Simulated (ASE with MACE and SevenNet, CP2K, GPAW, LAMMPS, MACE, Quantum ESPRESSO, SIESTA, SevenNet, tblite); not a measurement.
**Glassy 79SiO2-12Al2O3-4SrO-4ZnO (mol %) (76 atoms) in machine-learned potentials**

Wanted: machine-learned potentials inputs and outputs for glassy 79SiO2-12Al2O3-4SrO-4ZnO (mol %) (76 atoms), checked against a plane-wave reference.

Method: the method is named at each step, in ASE with MACE and SevenNet.

### Step 1. Set-up

The cell holds 76 atoms: 19 Si, 6 Al, 1 Sr, 1 Zn and 49 O. Cell: a = 10.013 Å, b = 10.013 Å, c = 10.013 Å, α = 90.0°, β = 90.0°, γ = 90.0°. 76 atoms (19 Si, 6 Al, 1 Sr, 1 Zn, 49 O) placed at random at 2.51 g/cm³, melted at 4000 K for 10 ps at fixed volume with the Morse and Coulomb pair potential with partial charges (Pedone, Malavasi, Menziani, Cormack and Segre, J. Phys. Chem. B 110, 11780 (2006)). Quenched from 4000 K to 300 K at 10 K/ps and fixed volume, held 10 ps at zero pressure.

The yardstick, on the same geometry:

| Item | Value |
| --- | --- |
| method | Kohn-Sham DFT, PBE, SSSP efficiency 1.3.0 pseudopotentials, plane waves (Quantum ESPRESSO 7.5); sssp-pbe-1.3.0-efficiency, cutoffs 60/480 Ry, Γ point |
| r.m.s. force component | 1.477 eV/Å |
| longest force | 7.011 eV/Å |
| pressure | 8.478 GPa |
| gap (highest filled to lowest empty level) | 3.902 eV |
| time | 1.9 min on 4 MPI ranks of Arm Neoverse V2, shared host |
| CPU time | 7.6 min |

### Step 2. MACE MPA-0 medium potential

Method: machine-learned interatomic potential MACE MPA-0 medium, trained on PBE(+U) plane-wave data.

Contents of run.py:

```python
import numpy as np
from ase.io import read
import mlip  # loads the published weights by name

atoms = read("structure.xyz")
atoms.calc = mlip.calc("mace-mpa-0-medium")
energy = atoms.get_potential_energy()
forces = atoms.get_forces()
print(f"energy {energy:.6f} eV")
print("forces (eV/A)")
for i, (a, f) in enumerate(zip(atoms, forces)):
    print(f"{i:4d} {a.symbol:2s} {f[0]:10.5f} {f[1]:10.5f} {f[2]:10.5f}")
stress = -atoms.get_stress(voigt=False) * 160.21766
print("stress (GPa, compression positive)")
for row in stress:
    print(" ".join(f"{x:10.4f}" for x in row))
```

Contents of structure.xyz:

```xyz
76
Lattice="10.01332 0.00000 0.00000 0.00000 10.01332 0.00000 0.00000 0.00000 10.01332" Properties=species:S:1:pos:R:3 pbc="T T T"
Si 2.98167 7.84634 3.94795
Si 0.48284 8.57340 0.21969
Si 0.70153 5.48169 9.41853
Si 7.96159 9.07397 4.58930
Si 2.61788 7.58719 6.94714
Si 7.25375 1.67553 0.85213
Si 6.41704 3.16020 3.62342
Si 0.04366 6.90989 3.85623
Si 7.76954 8.74904 1.52363
Si 0.14309 2.89695 1.37052
Si 3.32132 9.17140 9.61849
Si 7.09844 4.63046 6.15369
Si 3.54812 4.86367 0.26475
Si 2.86461 0.75140 3.82809
Si 3.98430 4.75082 6.24861
Si 4.05640 5.14424 3.26745
Si 9.38899 9.83608 7.75421
Si 0.06629 1.19219 5.20572
Si 5.68887 7.27548 9.80044
Al 7.19898 7.59711 7.02965
Al 4.67021 1.80280 6.05025
Al 3.01611 1.90574 0.92443
Al 6.94304 1.91965 8.00265
Al 9.58235 4.02245 4.46284
Al 9.76369 6.27004 6.67618
Sr 7.65378 5.18179 1.22914
Zn 4.42028 2.21004 8.67294
O 9.17801 6.36647 2.67926
O 3.56454 0.71515 9.72263
O 8.76726 2.26321 0.84903
O 7.12598 0.19356 0.94986
O 6.13817 7.27578 8.29453
O 7.84764 5.99648 6.47331
O 7.60912 4.02305 4.65089
O 6.35926 2.32179 9.72494
O 3.37739 1.13151 5.23957
O 2.06535 8.82584 0.56595
O 0.25474 0.36969 6.58806
O 3.41254 4.58510 4.60983
O 0.03855 5.61727 5.04361
O 3.25092 4.86527 1.89682
O 4.69084 8.43122 0.05788
O 0.21709 9.53789 9.07207
O 9.87604 3.48293 2.84098
O 10.00821 2.73394 5.43703
O 5.51844 1.25907 7.35779
O 0.44209 7.01513 9.86632
O 3.18243 9.26132 3.32442
O 3.98941 3.29068 6.89257
O 5.51083 5.17198 6.00769
O 5.67945 2.41021 4.72829
O 1.26278 0.93414 4.12939
O 9.35755 8.83335 1.28541
O 4.10756 6.80085 3.42926
O 7.46463 8.84236 3.08210
O 6.91099 8.63248 5.69377
[... 16 atom lines left out ...]
O 2.89205 8.43582 8.22815
O 3.38240 1.64238 2.61918
O 3.67919 3.33053 0.03905
O 3.15009 8.05251 5.56170
```

Run with:

```bash
$ OMP_NUM_THREADS=1 python run.py > output.txt
```

The program printed:

```text
energy -572.234730 eV
forces (eV/A)
   0 Si    0.06534   -1.31738    1.29360
   1 Si    2.24294   -2.11022    0.57752
   2 Si    0.01828    0.01914    0.20259
   3 Si    1.41960   -0.11023    0.22044
   4 Si   -2.38409   -4.26885   -0.60142
   5 Si    1.48375    4.73001    1.37052
   6 Si   -0.59644    1.91092   -0.31468
   7 Si   -4.95749   -1.57976    0.79458
   8 Si   -0.74150    1.43078    0.09212
   9 Si   -1.24731    2.91042   -0.22216
  10 Si   -0.93171   -2.44648    0.13460
  11 Si   -3.40577   -0.21102   -0.82072
  12 Si    0.99484    2.64120    2.92206
  13 Si   -1.69693    0.45191   -0.97087
  14 Si   -1.19510    1.29846   -2.18413
  15 Si    0.20477    1.24095   -0.20498
  16 Si   -3.18643   -2.56157    0.91875
  17 Si    1.29759   -1.26784   -0.76316
  18 Si   -2.02597   -2.07312   -2.13529
  19 Al   -0.46194    0.36421   -0.67398
  20 Al   -0.61829    1.80692   -3.02927
  21 Al    0.39840   -0.26456    1.90469
  22 Al    1.25566    1.46101    0.17783
  23 Al   -0.36788   -0.13761   -1.54989
[...]
68 O     0.44433   -1.30716    1.60068
  69 O     1.01748    0.34368    0.17760
  70 O    -0.06069   -1.00863   -0.87185
  71 O     1.13029   -0.32877   -0.21025
  72 O     1.25583    1.60412    0.78740
  73 O     1.17347    0.90758   -1.47658
  74 O     0.76463   -3.43034   -0.60909
  75 O     1.11352    1.38228   -1.85871
stress (GPa, compression positive)
    9.2833    -0.7741     0.3597
   -0.7741     6.7711    -2.0424
    0.3597    -2.0424     9.0629
```

It took 5.9 s on 1 thread of Arm Neoverse V2, shared host; peak memory 1.1 GiB.

Banners, paths, timers and routine set-up lines are dropped from the logs unmarked, and long logs keep their key lines alone; longer cuts are marked.

Compared with the plane-wave run:

```yaml
r_m_s_force_component: 1.449 eV/Å
r_m_s_difference_of_force_components: 66.81 meV/Å
longest_difference_of_force_vectors: 243.1 meV/Å
force_difference_over_r_m_s_force: 4.524 %
slope_of_forces_against_the_reference_s: 0.9805
correlation_of_force_components: 0.9991
pressure: 8.372 GPa
pressure_difference: -0.1053 GPa
```

Length of the force difference by element (eV/Å):

| element | atoms | mean | most |
| --- | --- | --- | --- |
| Al | 6 | 0.16 | 0.23 |
| O | 49 | 0.087 | 0.19 |
| Si | 19 | 0.13 | 0.24 |
| Sr | 1 | 0.10 | 0.10 |
| Zn | 1 | 0.15 | 0.15 |

Local excerpt of 10 atoms (numbers count through the whole input) about Sr26, the only Sr atom; x, y, z are measured from there.

| atom | x | y | z | distance (Å) | bonds | Fx | Fy | Fz (eV/Å) |
| --- | --- | --- | --- | --- | --- | --- | --- | --- |
| Sr26 | 0.00 | 0.00 | 0.00 | 0.00 | 5 | 1.16 | -0.66 | 0.74 |
| O28 | 1.52 | 1.18 | 1.45 | 2.41 | 2 | -1.09 | -1.13 | -1.42 |
| O65 | -0.71 | 2.27 | -0.47 | 2.42 | 3 | 2.29 | 1.05 | 2.03 |
| O67 | 2.60 | -0.88 | -0.82 | 2.87 | 3 | -1.40 | -0.63 | 1.17 |
| O64 | -2.09 | -0.68 | 1.85 | 2.87 | 3 | 1.09 | 0.08 | -0.50 |
| O70 | -2.74 | 0.59 | -1.20 | 3.04 | 3 | 1.02 | 0.34 | 0.18 |
| O57 | -0.91 | -2.74 | 1.00 | 3.06 | 2 | 0.19 | 0.47 | 1.12 |
| O30 | 1.11 | -2.92 | -0.38 | 3.15 | 2 | -0.48 | -0.49 | -0.90 |
| Si19 | -1.96 | 2.09 | -1.44 | 3.21 | 4 | -2.03 | -2.07 | -2.14 |
| O44 | 2.22 | -1.70 | 1.61 | 3.23 | 2 | -0.39 | 0.23 | 0.24 |

Atoms are counted from 1 here, from 0 in the log.

Forces lie 4.5 % from the reference's, at 0.013 times its CPU time (on 1 against 4 cores).

### Step 3. MACE MP-0b2 small potential

Method: machine-learned interatomic potential MACE MP-0b2 small, trained on PBE(+U) plane-wave data.

run.py: that of step 2 with these lines changed.

```diff
@@ -5,3 +5,3 @@
 atoms = read("structure.xyz")
-atoms.calc = mlip.calc("mace-mpa-0-medium")
+atoms.calc = mlip.calc("mace-mp-0b2-small")
 energy = atoms.get_potential_energy()
```

structure.xyz is that of step 2.

The program printed:

```text
energy -572.216656 eV
forces (eV/A)
   0 Si   -0.01486   -1.28904    1.34064
   1 Si    2.29918   -2.09875    0.45220
   2 Si    0.01673    0.06069    0.27108
   3 Si    1.44673   -0.17589    0.27885
   4 Si   -2.32008   -4.17430   -0.69832
   5 Si    1.39448    4.74479    1.31895
   6 Si   -0.53557    1.81967   -0.23133
   7 Si   -4.56645   -1.50489    1.12540
   8 Si   -0.72545    1.43963    0.08602
   9 Si   -1.16322    2.82486   -0.24982
  10 Si   -0.85483   -2.48318    0.02950
  11 Si   -3.20733   -0.16217   -0.65278
  12 Si    0.96659    2.56632    2.79765
  13 Si   -1.79578    0.27631   -0.87292
  14 Si   -1.03627    1.35067   -2.10651
  15 Si    0.17507    1.33687   -0.10570
  16 Si   -3.18195   -2.75163    0.88503
  17 Si    1.24455   -1.40096   -0.76020
  18 Si   -2.09152   -2.05788   -2.27639
  19 Al   -0.44237    0.29255   -0.66292
  20 Al   -0.71795    1.67066   -2.75900
  21 Al    0.51733   -0.39488    1.84922
  22 Al    1.01407    1.60093    0.12422
  23 Al   -0.39973   -0.10676   -1.38354
[...]
68 O     0.36038   -1.34870    1.58887
  69 O     1.00847    0.31371    0.23399
  70 O    -0.03098   -1.02822   -0.84486
  71 O     1.12755   -0.34854   -0.11759
  72 O     1.22704    1.63513    0.81842
  73 O     1.14563    0.95457   -1.52492
  74 O     0.68147   -3.17085   -0.54892
  75 O     1.12250    1.34621   -1.74449
stress (GPa, compression positive)
    9.0272    -0.7382     0.4159
   -0.7382     6.8147    -1.9801
    0.4159    -1.9801     8.9543
```

Elapsed: 4.9 s, on 1 thread; peak memory 0.7 GiB.

Against the reference:

```
r.m.s. force component                  : 1.427 eV/Å
r.m.s. difference of force components   : 101.3 meV/Å
longest difference of force vectors     : 567.6 meV/Å
force difference over r.m.s. force      : 6.862 %
slope of forces against the reference's : 0.9646
correlation of force components         : 0.9981
pressure                                : 8.265 GPa
pressure difference                     : -0.2123 GPa
```

Against the first run (4.5 %), the force difference from the reference is 6.9 %, at 0.84 times the CPU time.

### Step 4. SevenNet 0 potential

Method: machine-learned interatomic potential SevenNet 0, trained on PBE(+U) plane-wave data.

run.py: that of step 3 with these lines changed.

```diff
@@ -5,3 +5,3 @@
 atoms = read("structure.xyz")
-atoms.calc = mlip.calc("mace-mp-0b2-small")
+atoms.calc = mlip.calc("7net-0")
 energy = atoms.get_potential_energy()
```

structure.xyz is that of step 3.

The program printed:

```text
energy -572.502808 eV
forces (eV/A)
   0 Si   -0.02900   -1.39362    1.29261
   1 Si    2.34337   -2.10022    0.45626
   2 Si    0.04416   -0.01145    0.18104
   3 Si    1.47800   -0.20762    0.32454
   4 Si   -2.49957   -4.29947   -0.63378
   5 Si    1.48605    4.70825    1.37343
   6 Si   -0.51258    1.86464   -0.08848
   7 Si   -4.73746   -1.45833    0.91365
   8 Si   -0.86379    1.35895    0.01736
   9 Si   -1.26985    2.91385   -0.25360
  10 Si   -0.77765   -2.50776    0.11058
  11 Si   -3.22738   -0.20096   -0.71171
  12 Si    1.00044    2.62836    2.73811
  13 Si   -1.65512    0.49572   -0.92067
  14 Si   -1.03546    1.39699   -2.11287
  15 Si    0.29269    1.21304   -0.06705
  16 Si   -3.27810   -2.77291    0.84591
  17 Si    1.24820   -1.37267   -0.96501
  18 Si   -1.94762   -2.09975   -2.14920
  19 Al   -0.31892    0.23787   -0.60548
  20 Al   -0.47581    1.71455   -3.05603
  21 Al    0.41586   -0.25044    2.07365
  22 Al    1.27968    1.46783    0.01766
  23 Al   -0.44108    0.03002   -1.48118
[...]
68 O     0.38656   -1.33911    1.58932
  69 O     0.93084    0.30982    0.24259
  70 O    -0.01471   -1.03570   -0.83998
  71 O     1.09066   -0.25664   -0.16174
  72 O     1.20266    1.60615    0.74826
  73 O     1.06788    0.85890   -1.50444
  74 O     0.77658   -3.39730   -0.71219
  75 O     1.15079    1.36889   -1.79338
stress (GPa, compression positive)
    8.7523    -0.7917     0.3628
   -0.7917     6.4787    -2.0008
    0.3628    -2.0008     8.6174
```

It took 6.2 s on 1 thread; peak memory 0.92 GiB.

Compared with the plane-wave run:

| Quantity | Value |
| --- | --- |
| r.m.s. force component | 1.44 eV/Å |
| r.m.s. difference of force components | 72.79 meV/Å |
| longest difference of force vectors | 363.7 meV/Å |
| force difference over r.m.s. force | 4.93 % |
| slope of forces against the reference's | 0.9742 |
| correlation of force components | 0.9991 |
| pressure | 7.949 GPa |
| pressure difference | -0.5282 GPa |

Against the first run (4.5 %), the force difference from the reference is 4.9 %, at 1.0 times the CPU time.

### Step 5. The ladder

Differences are against the plane-wave reference, forces as r.m.s. over components; share is that over the reference's r.m.s. force, slope the least-squares factor from reference forces to these. Total energies of different programs have different zeros and aren't compared.

| run | Δ force, r.m.s. (meV/Å) | share (%) | slope | Δ pressure (GPa) | cores | CPU time | memory (GiB) |
| --- | --- | --- | --- | --- | --- | --- | --- |
| reference | - | - | - | - | 4 | 7.6 min | 3.1 |
| MACE MPA-0 medium potential | 66.8 | 4.52 | 0.981 | -0.105 | 1 | 5.9 s | 1.1 |
| MACE MP-0b2 small potential | 101 | 6.86 | 0.965 | -0.212 | 1 | 4.9 s | 0.7 |
| SevenNet 0 potential | 72.8 | 4.93 | 0.974 | -0.528 | 1 | 5.9 s | 0.92 |

Times of the machine-learned potentials are mostly Python's start and the loading of weights.

CPU time is summed over cores on a shared host, where runs went side by side, so it is rough. Symmetry, cutoffs, thresholds, outputs and thread counts weren't matched or tuned between programs; memory under MPI is the largest rank's times the ranks.

### Step 6. What came out

| Quantity | Value |
| --- | --- |
| nearest in forces | MACE MPA-0 medium potential, 4.5 % |
| its CPU time | 5.9 s |

Machine-learned potentials differ by 4.5 % (MACE MPA-0 medium potential) to 6.9 % (MACE MP-0b2 small potential); they were trained on other programs' data. The reference's pressure holds the uncorrected Pulay stress of its 60 Ry basis, so small pressure differences, and their order, may be the reference's own error. Machine-learned potentials mimic data converged in k, so the reference's own k-point error enters their differences. The quench rate of 10 K/ps is many orders above laboratory rates, so the cell is likely richer in defects and strain than a real sample. The network of bonds at the start is that of the classical potential that made the cell, and needn't be the one that DFT or experiment would give. The electronic-structure runs sample only Γ, in a cell whose shortest periodic width is 10 Å.

[Also dropped from logs without a mark: logging warnings of Python, and SIESTA's first energy breakdown and zero terms.]

[Logs are printed without paths, hosts, clocks, repeated set-up lines and the standing remarks that a program may print on its own settings, such as how far it seeks lower states.]

[Hosts, paths, dates, database ids (printed as entryN), source tags and the programs' standing remarks are cut or masked in the printed files.]
